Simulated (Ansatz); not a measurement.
# VOs (Pm-3m): phonons and vibrational spectra, part 2 of 2

How does VOs (Pm-3m) vibrate, and is this structure a minimum?

Ansatz 0.2.0; DFT PBEsol, scalar-relativistic, plane waves, PAW; PAW set soft_1.

So far. Step 4 (Tight relaxation): The forces vanish by symmetry and the pressure is 0.000 GPa, within the tolerances set. The cell now holds 13.34 Å³/atom. Step 5 (Modes at Γ): Before it was imposed, the acoustic sum rule was missed by 2.1e-4 eV/Å². Small misses are needed for a sound result but don't prove that mesh and cutoff are converged. The lowest optical mode is real, 109 cm⁻¹. The relaxed cell has a = 2.988 Å (conventional setting).

### 6. The dispersion

Stability and thermal properties need the whole zone. Linear response on a 4×4×4 q mesh gives force constants as far as a supercell of that size would.

The input, input.yaml:

```yaml
crystal:
  lattice:
    - [2.9878150098, 0.0, 0.0]
    - [0.0, 2.9878150098, 0.0]
    - [0.0, 0.0, 2.9878150098]
  atoms:
    - { symbol: V, position: [0.0, 0.0, 0.0] }
    - { symbol: Os, position: [0.5, 0.5, 0.5] }
kpoints:
  mp_grid: { grid: [16, 16, 16] }
hamiltonian:
  xc: pbesol
  pseudopotentials: { kind: paw, azcp: { folder: soft_1 }, xc_functional: pbe }
scf:
  occupations: { method: methfessel_paxton, width: 0.2 }
output:
  eigenvalues: true
phonons:
  method: dfpt
  qmesh: [4, 4, 4]
  temperatures: { t_max: 1000, t_step: 50 }
  qpath:
    path:
      - [[0.0, 0.0, 0.0], [0.0, 0.5, 0.0], [0.5, 0.5, 0.0], [0.0, 0.0, 0.0], [0.5, 0.5, 0.5], [0.0, 0.5, 0.0]]
      - [[0.5, 0.5, 0.5], [0.5, 0.5, 0.0]]
    npoints: 10
```

Launch:

```console
ansatz run input.yaml --threads 4 --pin off --max-ram 10240MiB --backend cpu --events-out ev --progress --plain --runs-dir out
```

Numbers of over 12 decimals in the logs are rounded to 6 here.

The program printed:

```text
[...]
Crystal: 2 atoms, lattice volume = 26.672 Å³
Basis set: ecut = 420 eV, 485 PW (Γ), exchange–correlation on 40×40×40 points (8 copies of the dense FFT grid, shifted against one another)
Bands: 19, of which v1, the nominal top of the filled ones, is band 15 counted from 1 (14 counted from 0)
Symmetry: 48 space group operations
k-points: 165 of 4096
[...]
SCF iter   1: F=—  HF=-14139.566496 eV  |F-HF|=—  |Δ(HF+E_count)|=         —  Δρ=1.68e-1  dr2=1.16e1  ethr=3.10e-3  ⟨swp⟩=4.7  Hψ=12001  notcnv=0
[...]
SCF iter   9: F=-14138.059508 eV  HF=-14138.059508 eV  |F-HF|=5.46e-12  |Δ(HF+E_count)|=    0.00e0  S|Δr|=    0.00e0  Δρ=1.54e-7  dr2=6.28e-12  ethr=1.00e-12  ⟨swp⟩=5.4  Hψ=12569  notcnv=0
[...]
SCF 1 converged in 9 iterations: F = -14138.059508 eV  dr2 = 6.28e-12
[...]
phonons: the bands overlap, so this run is a metal and interpolates without the dipole-dipole term. If the crystal is really an insulator or semiconductor, its LO-TO splitting is missing
NSCF: frozen V_eff on 165 k-points
[...]
DFPT response loops at q = (0, 0, 0) (fractional): preconditioner auto → Kerker (q_TF=auto, 2.767 Å⁻¹) (partly filled bands, converged f_vac=0.000); β = 1.00, the filter's whole step (`scf.mixing.beta` (0.50) is not read by the response loops under this deck's `scf.mixing.preconditioner`; to damp them name `kerker` or `kerker_dos`, under which they read `scf.mixing.beta`, and type it under 1.00, their step now; both keys bind the ground state too); Broyden in place of MSR1
[...]
SCF converged after 9 iterations
[...]
Free energy (F): -14138.059508 eV
[...]
Internal energy: -14138.058894 eV  (E = F + TS)
E sigma→0 (E₀):  -14138.059354 eV
Entropy (-TS):   -0.000613 eV (-0.307 meV/atom)
Fermi energy:    22.540048 eV
[...]
--- Band table (eV; the first three rows and the last of 165) ---
  k-point 0: bands = [... 11 lower, 20.3822, 20.3822, 20.3822, 23.3683, 23.3683, 25.2300, 25.2300, 25.2300]
  k-point 1: bands = [... 11 lower, 20.3680, 20.3680, 20.4180, 23.2804, 23.4000, 25.0345, 25.0345, 25.1745]
  k-point 2: bands = [... 11 lower, 20.3296, 20.3296, 20.5245, 23.0264, 23.4916, 24.5471, 24.5471, 25.0126]
  k-point 164: bands = [... 11 lower, 20.0660, 20.0660, 20.0660, 23.5787, 23.5787, 24.1359, 24.1359, 29.9495]
--- Phonons (Γ-DFPT): 2 representative perturbations + reference (Σ response iterations 6) ---
  ASR residual: 1.950e-4 → 0.000e0 eV/Å²; symmetrization residual: 7.477e-6 eV/Å²
  ASR residual per site (eV/Å²): 9.23e-6 1.95e-4
  Γ frequencies (cm⁻¹): 0.00 0.00 0.00 109.24 109.24 109.24
--- Phonons (arbitrary-q DFPT): 10 irreducible q on the 4×4×4 mesh ---
  q = [0.0000, 0.0000, 0.0000] (star 1, of the zone-centre solve; hermiticity 8.48e-6, symmetrization 6.88e-12): 0.00 0.00 0.00 109.24 109.24 109.24
  q = [0.0000, 0.0000, 0.2500] (star 6, 4 solved perturbations in 4032 linear systems a pass and spin channel, the states on 1296 of 4096 k-point pairs; hermiticity 1.21e-6, symmetrization 2.23e-13): 79.10 79.10 114.94 191.11 191.11 243.57
[...]
q = [0.0000, 0.2500, -0.5000] (star 12, 6 solved perturbations on 1296 of 4096 k-point pairs; hermiticity 9.32e-7, symmetrization 1.12e-7): 78.05 94.12 104.22 205.13 252.81 282.47
[...]
sum rule: each row above includes the acoustic sum rule's correction from the zone centre's row sums; it moved no ω² by more than (0.53 cm⁻¹)²
  mesh force constants: q→R imaginary residual 3.50e-18; ASR residual 1.950e-4 → 0.000e0 eV/Å²; symmetrization residual 5.329e-15 eV/Å²
  interpolated dispersion: 62 rows × 6 modes
  density of states and harmonic sums: on the 24×24×24 q-mesh, interpolated from the force constants of a 4×4×4 supercell (no non-analytic term)
  largest difference from the sums on the solved wave vectors: F 9.27e-3 eV, S 1.33e-5 and C_V 4.02e-6 eV/K
  zero-point energy: 0.060666 eV/cell   skipped modes (ω ≤ 0): 3   left out of the sums: 3.62e-5 of the cell's modes: C_V's classical limit lies that fraction below 3 k_B per atom; for a crystal, a wire or a layer, F and S can be off by more, and a phonons.interpolated_qmesh denser along its periods is the remedy for the sampling
```

It took 7.7 min on 4 threads of Arm Neoverse V1, shared host; peak memory 3.2 GiB; 30 min of CPU time.

Numbers from this step:

```
sum-rule residual before enforcement                    : 1.95e-4 eV/Å²
lowest frequency on the path                            : 0 cm⁻¹
highest frequency on the path or at a solved wavevector : 283.4 cm⁻¹
mean frequency                                          : 163.1 cm⁻¹
Debye temperature (second moment)                       : 332 K
logarithmic mean frequency                              : 145.3 cm⁻¹
lowest mode on the q mesh (acoustic modes at Γ apart)   : 46.85 cm⁻¹
zero-point energy per atom                              : 30.33 meV
heat capacity at 300 K                                  : 23.50 J/(mol atoms K)
vibrational entropy at 300 K                            : 34.69 J/(mol atoms K)
```

Frequencies (cm⁻¹) solved at each irreducible wavevector; negative means imaginary. Frequencies by wavevector, by row:

```tsv
q in reciprocal lattice units	star	mode 1	mode 2	mode 3	mode 4	mode 5	mode 6
0 0 0	1	0	0	0	109.2	109.2	109.2
0 0 0.25	6	79.1	79.1	114.9	191.1	191.1	243.6
0 0 -0.5	3	102.2	102.2	146.2	227.5	227.5	267.3
0 0.25 0.25	12	63.8	92.8	94.8	172.6	225	236
0 0.25 -0.5	12	78	94.1	104.2	205.1	252.8	282.5
0 -0.5 -0.5	3	88	93.8	93.8	169	281.2	281.2
0.25 0.25 0.25	8	46.9	91.7	91.7	227.1	233.5	233.5
0.25 0.25 -0.5	12	82.9	91	128.3	221.9	234.4	266.5
0.25 -0.5 -0.5	6	123.8	123.8	130.1	225.1	267.7	267.7
-0.5 -0.5 -0.5	1	153.3	153.3	153.3	222.9	222.9	222.9
```

Interpolated from a 4×4×4 q mesh. Phonon branches along the path, in cm⁻¹:

```tsv
point	branch 1	branch 2	branch 3	branch 4	branch 5	branch 6
Γ	0	0	0	109	109	109
halfway	79	79	115	191	191	244
X	102	102	146	228	228	267
halfway	78	94	104	205	253	282
M	88	94	94	169	281	281
halfway	64	93	95	173	225	236
Γ	0	0	0	109	109	109
halfway	47	92	92	227	234	234
R	153	153	153	223	223	223
halfway	83	91	128	222	234	266
X	102	102	146	228	228	267
jump to R	153	153	153	223	223	223
halfway	124	124	130	225	268	268
M	88	94	94	169	281	281
```

The phonon branches as a text plot (rows in cm⁻¹):

```
    277 |         ********                            **      ***
    266 |     ****  **   **                        ***  **   *
    254 |    *            ***              *      *         *
    242 |   *     **       **            ** *    ***       *
    230 |      ***           *          ******  **************
    218 |     *   **          *        *      **    **    *
    207 |    *                *                               *
    195 |   *       *          *     **
    183 |  *         **  ****                                  *
    171 |              **    **     *                           *
    159 |                      **
    148 | **   ***              *           *******      ***
    136 | *   *                    *             * *    *  ***
    124 |*   *                   *         **     * ** *     *
    112 |*  *     *               *      **           **      *
    100 |      *******   *******           *       *  * **     **
     89 |    **   * *******  **         *           *  *        *
     77 |  **      **    ****   *   **** **          **
     65 |                    * *     **
     53 | **                  ***  **  *
     41 | *                     **      *
     30 |*                       * *
     18 |*
      6 |                         *
         Γ      X      M          Γ            R        X|R     M
```

Tetrahedra on a 24×24×24 mesh, mean over bins of 5 cm-1. Interpolated from a 4×4×4 q mesh. Phonon density of states against wavenumber; read off at these points:

```tsv
wavenumber (cm⁻¹)	phonon density of states (1/cm⁻¹/cell)
2	0
12	4.0e-5
18	1.2e-4
28	4.0e-4
32	6.3e-4
42	0.00143
48	0.00394
58	0.0113
62	0.0182
72	0.0328
78	0.0505
88	0.0600
92	0.0527
102	0.0581
108	0.0471
118	0.0248
122	0.0198
132	0.0135
138	0.0109
148	0.00661
152	0.00397
162	0.00283
168	0.00376
178	0.00918
182	0.0135
192	0.0190
198	0.0211
208	0.0259
212	0.0286
222	0.0370
228	0.0337
238	0.0239
242	0.0278
252	0.0297
258	0.0314
268	0.0354
272	0.0354
282	0.0100
```

Phonopy on the run's constants, 19x19x19 mesh, Gaussian sigma 2.2 cm-1. Interpolated from a 4×4×4 q mesh. The partial phonon density of states by wavenumber; read off at these points; values in 1/cm⁻¹/cell:

```tsv
wavenumber (cm⁻¹)	Os	V
-10.0	0	0
0.0	5.9e-5	1.9e-5
10.0	0	0
20.0	2.3e-4	5.3e-5
30.0	5.5e-4	1.2e-4
40.0	0.00117	2.3e-4
50.0	0.00353	8.4e-4
60.0	0.0115	0.00263
70.0	0.0237	0.00472
80.0	0.0413	0.00706
85.9	0.0497	0.00969
90.0	0.0465	0.00873
100.0	0.0486	0.00475
103.6	0.0545	0.00435
110.0	0.0353	0.00323
120.0	0.0167	0.00209
130.0	0.012	0.00192
140.0	0.00826	0.00109
150.0	0.00421	6.1e-4
160.0	4.1e-4	0.00331
170.0	2.9e-4	0.00346
180.0	6.9e-4	0.0108
190.0	0.00113	0.0171
200.0	0.00174	0.0184
210.0	0.00296	0.0207
220.0	0.00646	0.0341
230.0	0.00389	0.0242
240.0	0.00337	0.0199
250.0	0.00458	0.0291
260.0	0.00425	0.0263
270.0	0.00386	0.0307
272.0	0.00388	0.0310
280.0	0.00299	0.0176
290.0	0	1.6e-5
300.0	0	0
```

Second derivatives of the energy by pair, one row for each kind of neighbour of each atom listed. Each entry sums the pair over the periodic images of the supercell that the q mesh stands for, and in a polar crystal it holds the long-range dipole part too. Force constants by pair, by row:

```tsv
atom	neighbour	distance (Å)	third of the trace (eV/Å²)	along the pair's line (eV/Å²)
V1	itself	0	9.121	–
V1	Os	2.588	-0.3582	-3.121
V1	V	2.988	-0.4234	-1.435
V1	V	4.225	-0.2062	-0.0972
V1	Os	4.955	-7.00e-4	-0.0734
V1	V	5.175	-0.1585	-0.5393
V1	V	5.976	0.2556	0.3719
V1	Os	6.512	-0.0098	-0.0429
V1	V	6.681	0.0203	-0.0194
Os2	itself	0	10.73	–
Os2	V	2.588	-0.3582	-3.121
Os2	Os	2.988	-1	-2.473
Os2	Os	4.225	-0.0347	0.0995
Os2	V	4.955	-7.00e-4	-0.0734
Os2	Os	5.175	-0.1348	-0.246
Os2	Os	5.976	0.1125	0.5572
Os2	V	6.512	-0.0098	-0.0429
Os2	Os	6.681	-0.012	-0.0491
```

Harmonic thermodynamic functions per atom, from the density of states. Interpolated from a 4×4×4 q mesh. Thermodynamic functions, by row:

```tsv
T (K)	F_vib (meV/atom)	S (J/mol-atom/K)	C_V (J/mol-atom/K)
0	30.33	0	0
50	29.78	3.799	7.863
100	25.67	12.05	16.04
200	5.79	25.45	21.91
300	-25.65	34.69	23.5
400	-65.31	41.55	24.11
500	-111.3	46.96	24.4
600	-162.3	51.43	24.57
700	-217.7	55.22	24.66
800	-276.6	58.52	24.73
900	-338.8	61.44	24.77
1000	-403.9	64.05	24.8
```

Harmonic mean-square displacement, third of the trace. Interpolated from a 4×4×4 q mesh. Mean square displacements, by row:

```tsv
T (K)	V1 U_eq (Å²)	Os2 U_eq (Å²)
0	0.00177	9.10e-4
100	0.00237	0.00166
300	0.00532	0.00443
600	0.01024	0.00876
```

Symmetry leaves 10 wavevectors to solve. The lowest mode among them, the acoustic zeros apart, lies at q = (0.25, 0.25, 0.25) and is real, 46.9 cm⁻¹.

### 7. Results

| Item | Value |
| --- | --- |
| space group after relaxation (within 0.01 Å) | Pm-3m |
| volume per atom | 13.3 Å³ |
| electronic character | no gap on this mesh |
| highest optical mode at the zone centre (no LO-TO term) | 109 cm⁻¹ |
| lowest optical zone-centre mode | 109 cm⁻¹ |
| lowest mode on the q mesh (acoustic modes at Γ apart) | 46.9 cm⁻¹ |
| highest frequency on the path or at a solved wavevector | 283 cm⁻¹ |
| zero-point energy per atom | 30.3 meV |
| heat capacity at 300 K | 23.5 J/(mol atoms K) |
| vibrational entropy at 300 K | 34.7 J/(mol atoms K) |
| Debye temperature (second moment) | 332 K |
| imaginary modes on the 4×4×4 q mesh | none |

**Reading.** The structure is a minimum as far as tested: no mode is imaginary at the 10 irreducible wavevectors of the 4×4×4 mesh, and the softest away from the acoustic zeros lies at 47 cm⁻¹. The optical modes at Γ form one degenerate level at 109 cm⁻¹. The highest mode in this list at Γ, 109.2 cm⁻¹, is mostly motion of V (79 % of the kinetic energy). Some magnetic starts kept moments in single points, but the one carried on lost them, and the others were not relaxed, so the runs shown are non-magnetic; if the real compound is magnetic, its cell and modes can differ much. With no gap, or one that is small against the smearing, the frequencies hang on the k mesh and the smearing, most of all near Kohn anomalies. The phonon runs are without spin polarisation, although the cell has an odd electron count. Spin-orbit coupling is left out, which can matter for the heavy elements here. The PAW files were made for PBE and serve the other functionals too. These are harmonic frequencies at zero temperature: anharmonic shifts, linewidths and thermal expansion are left out.

[Logs are printed without paths, hosts, clocks, repeated set-up lines and the standing remarks that a program may print on its own settings, such as how far it seeks lower states.]

[Hosts, paths, dates, database ids (printed as entryN), source tags and the programs' standing remarks are cut or masked in the printed files.]
